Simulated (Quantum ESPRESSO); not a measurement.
**CsH (Fm-3m): the LO frequency by hand**

Aim: work out the LO frequency and the static dielectric constant of CsH (Fm-3m) from one linear-response run, then check them.

Method: DFT LDA, scalar-relativistic, plane waves, PseudoDojo norm-conserving pseudopotentials, in Quantum ESPRESSO 7.5.

The database entry behind the starting cell differs from later determinations by our own check (0.1 to 0.3 % short, probably kX units), so it need not match the best structure at ambient conditions.

## 1. The relaxed structure

Symmetry: Fm-3m, No. 225, cubic system. The conventional cell has a = 6.094 Å, b = 6.094 Å, c = 6.094 Å, α = 90.00°, β = 90.00°, γ = 90.00°. Nearest to Cs lie 6 H at 3.05 Å. H has 6 Cs at 3.05 Å nearest. Farther neighbours are not listed.

This is the cell after its relaxation at this level of theory, not the database cell from which that began.

## 2. What the response run gave

A linear-response run on the relaxed cell, with the response to an electric field; only its zone-centre results are used. Cutoff 81 Ry, k mesh 8×8×8.

The log of the run:

```text
[banners, grids, parts of the stress and lines that vanish by symmetry left out]
Program PHONON v.7.5
     Reading xml data from directory:

[...]
Exchange-correlation= PW
                           (   1   4   0   0   0   0   0)
[...]
kinetic-energy cut-off    =      81.0000  Ry
     charge density cut-off    =     324.0000  Ry
     convergence threshold     =      1.0E-18
[...]
Exchange-correlation= PW
                           (   1   4   0   0   0   0   0)
[...]
q = (   0.0000000   0.0000000   0.0000000 )
     49 Sym.Ops. (with q -> -q+G )
     G cutoff = 1088.3638  (  37509 G-vectors)     FFT grid: ( 48, 48, 48)
     number of k points=    29
[...]
Mode symmetry, O_h (m-3m)  point group:
[...]
Dielectric constant
[...]
End of electric fields calculation
          Dielectric constant in cartesian axis
          (       3.603185557      -0.000000000       0.000000000 )
          (       0.000000000       3.603185557       0.000000000 )
          (       0.000000000       0.000000000       3.603185557 )
          Effective charges (d Force / dE) in cartesian axis without acoustic sum rule applied (asr)
           atom    1  Cs    Mean Z*:        1.14986
      Ex  (        1.14986        0.00000       -0.00000 )
      Ey  (        0.00000        1.14986        0.00000 )
      Ez  (       -0.00000        0.00000        1.14986 )
           atom    2  H     Mean Z*:       -1.15039
      Ex  (       -1.15039       -0.00000       -0.00000 )
      Ey  (       -0.00000       -1.15039        0.00000 )
      Ez  (       -0.00000        0.00000       -1.15039 )
          Effective charges Sum: Mean:       -0.00053
[...]
Effective charges (d Force / dE) in cartesian axis with asr applied:
           atom    1  Cs    Mean Z*:        1.15012
[...]
atom    2  H     Mean Z*:       -1.15012
[...]
Representation #   1 modes #   1   2   3
[...]
End of self-consistent calculation
     Convergence has been achieved
     Representation #   2 modes #   4   5   6
[...]
End of self-consistent calculation
     Convergence has been achieved
[...]
Dielectric constant in cartesian axis
          (       3.603185557      -0.000000000       0.000000000 )
          (       0.000000000       3.603185557       0.000000000 )
          (       0.000000000       0.000000000       3.603185557 )
          Effective charges (d Force / dE) in cartesian axis without acoustic sum rule applied (asr)
           atom    1  Cs    Mean Z*:        1.14986
      Ex  (        1.14986        0.00000       -0.00000 )
      Ey  (        0.00000        1.14986        0.00000 )
      Ez  (       -0.00000        0.00000        1.14986 )
           atom    2  H     Mean Z*:       -1.15039
      Ex  (       -1.15039       -0.00000       -0.00000 )
      Ey  (       -0.00000       -1.15039        0.00000 )
      Ez  (       -0.00000        0.00000       -1.15039 )
          Effective charges Sum: Mean:       -0.00053
[...]
Effective charges (d Force / dE) in cartesian axis with asr applied:
           atom    1  Cs    Mean Z*:        1.15012
[...]
atom    2  H     Mean Z*:       -1.15012
[...]
q = (    0.000000000   0.000000000   0.000000000 )
[...]
freq (    1) =       0.018730 [THz] =       0.624765 [cm-1]
     freq (    2) =       0.018730 [THz] =       0.624765 [cm-1]
     freq (    3) =       0.018730 [THz] =       0.624765 [cm-1]
     freq (    4) =      13.576473 [THz] =     452.862402 [cm-1]
     freq (    5) =      13.576473 [THz] =     452.862402 [cm-1]
     freq (    6) =      13.576473 [THz] =     452.862402 [cm-1]
[...]
Mode symmetry, O_h (m-3m)  point group:
     freq (   1-   3) =          0.6  [cm-1]   --> T_1u G_15  G_4- I
     freq (   4-   6) =        452.9  [cm-1]   --> T_1u G_15  G_4- I

   JOB DONE.
```

```csv
quantity,value
cell volume Ω (Å³),56.575
mass of Cs (u),132.905
mass of H (u),1.008
"Born charge of Cs, raw (e)",1.150
"Born charge of H, raw (e)",-1.150
ε∞,3.603
ω(TO) after the sum rule (cm⁻¹),452.8
```

## 3. The calculation

The charges must sum to zero over the cell; taking off their mean, 0.000 e, leaves Z* = 1.150 e on Cs. In the polar mode Cs moves against H, so the reduced mass is μ = 132.91 × 1.01 / 133.91 = 1.000 u.

A longitudinal wave builds up a field that adds to the restoring force: ω(LO)² = ω(TO)² + 4π Z*² / (μ Ω ε∞), in Hartree atomic units. With μ = 1824 electron masses and Ω = 381.79 bohr³ the second term is 6.6263e-06 Ha², or 319181 cm⁻² (1 Ha = 219474.6 cm⁻¹).

So ω(LO) = √(205064 + 319181) = 724.0 cm⁻¹, and by the Lyddane-Sachs-Teller relation ε₀ = ε∞ (ω(LO)/ω(TO))² = 9.21.

## 4. Check against the program

The analysis program adds the same non-analytic term to the full matrix, here for q along (1 0 0).

The log of the run:

```text
[banner, memory and clock lines left out]
Program DYNMAT v.7.5

     Reading Dynamical Matrix from file g.dyn
     ...Force constants read
     ...epsilon and Z* read

     Polarizability (A^3 units)
     multiply by 0.535410 for Clausius-Mossotti correction
        11.719846    0.000000    0.000000
        -0.000000   11.719846    0.000000
         0.000000    0.000000   11.719846

     IR activities are in (D/A)^2/amu units

# mode   [cm-1]    [THz]      IR
    1     -0.00   -0.0000    0.0000
    2      0.00    0.0000    0.0000
    3      0.00    0.0000    0.0000
    4    452.84   13.5758   30.5055
    5    452.84   13.5758   30.5055
    6    724.04   21.7061   30.5055
```

ε₀ comes from the program's run without a direction of q.

| quantity | by hand | program |
| --- | --- | --- |
| ω(LO) (cm⁻¹) | 724.0 | 724.0 |
| ε₀ | 9.21 | 9.21 |

## 5. Results

| Item | Value |
| --- | --- |
| TO mode | 452.8 cm⁻¹ |
| LO mode | 724.0 cm⁻¹ |
| static dielectric constant | 9.211 |

What this shows: The LO mode of CsH (Fm-3m) lies at 724 cm⁻¹, 271 cm⁻¹ above the TO mode; the formula meets the program within 0.1 cm⁻¹, as it must for a cubic crystal with one polar mode. ω(LO)² − ω(TO)² goes with Z*²/ε∞: an error of 5 % in ε∞ would move the LO mode by 10.6 cm⁻¹, and semilocal functionals tend to overestimate ε∞. These are harmonic values at zero temperature, at the volume of this functional, for the structure held cubic; stability elsewhere in the zone is no part of this calculation.

[Host names and launcher messages were left out of these logs when they were recorded.]

[Logs are printed without paths, hosts, clocks, repeated set-up lines and the standing remarks that a program may print on its own settings, such as how far it seeks lower states.]

[Hosts, paths, dates, database ids (printed as entryN), source tags and the programs' standing remarks are cut or masked in the printed files.]
